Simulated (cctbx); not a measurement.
## What resolution and counting buy: NbAsPd5

Space group Fd-3m (no. 227, origin choice 1), a = 11.9280 Å, b = 11.9280 Å, c = 11.9280 Å, α = 90.00°, β = 90.00°, γ = 90.00°.

| atom | mult. | x | y | z | Ueq (Å²) |
| --- | --- | --- | --- | --- | --- |
| Pd1 | 32 | 0.0881 | 0.0881 | 0.4119 | 0.0117 |
| Pd2 | 48 | 0 | 0 | 0.2339 | 0.0104 |
| Nb1 | 16 | 3/8 | 5/8 | 3/8 | 0.0121 |
| As1 | 16 | 3/8 | 1/8 | 3/8 | 0.0182 |

The model is made up (kin elements in a known structure type, no relaxation), so it says nothing on whether the phase exists.

Five simulated data sets (cctbx; Ag Kα, λ = 0.56087 Å; 4 % proportional error) differ in resolution or exposure (noise floor 15 counts in the first three, 8 in the last two). Each is refined with the right model, isotropic at 1.1 Å and anisotropic otherwise. How do the figures of merit and the uncertainties move?

| d min (Å) | top counts | ⟨I/σ⟩ (unmerged, absences included) | unique | param. (scale apart) | Rint | R1 | GooF | largest s.u. xyz (fractional) | s.u. U of As1 (Å²) | largest error (Å) |
| --- | --- | --- | --- | --- | --- | --- | --- | --- | --- | --- |
| 1.1 | 40000 | 3.4 | 47 | 6 | 0.037 | 0.0075 | 1.13 | 0.00006 | 0.0005 | 0.0010 |
| 0.84 | 40000 | 3.0 | 94 | 11 | 0.041 | 0.0064 | 0.84 | 0.00002 | 0.0002 | 0.0008 |
| 0.6 | 40000 | 2.2 | 233 | 11 | 0.050 | 0.0077 | 0.87 | 0.00002 | 0.0001 | 0.0002 |
| 0.75 | 300 | 0.2 | 129 | 11 | 0.590 | 0.0649 | 0.96 | 0.00049 | 0.0034 | 0.0039 |
| 0.75 | 3000 | 0.9 | 129 | 11 | 0.122 | 0.0213 | 0.96 | 0.00008 | 0.0005 | 0.0005 |

The number of reflections grows roughly as 1/d³: 47, 94 and 233 here. R1 follows the noise rather than the truth: at 300 counts it is 0.0649, at 3000 counts 0.0213, while GooF is 0.96 and 0.96: the weights 1/σ² carry the noise. The s.u. of U (U11 where anisotropic) for As1 goes 0.0005, 0.0002, 0.0001 Å² with resolution and 0.0034, 0.0005 Å² with exposure.

Hardware for the 0.6 Å refinement: 0.5 s on 1 thread of Arm Neoverse V2, with other jobs on the host, peak memory 0.1 GiB.
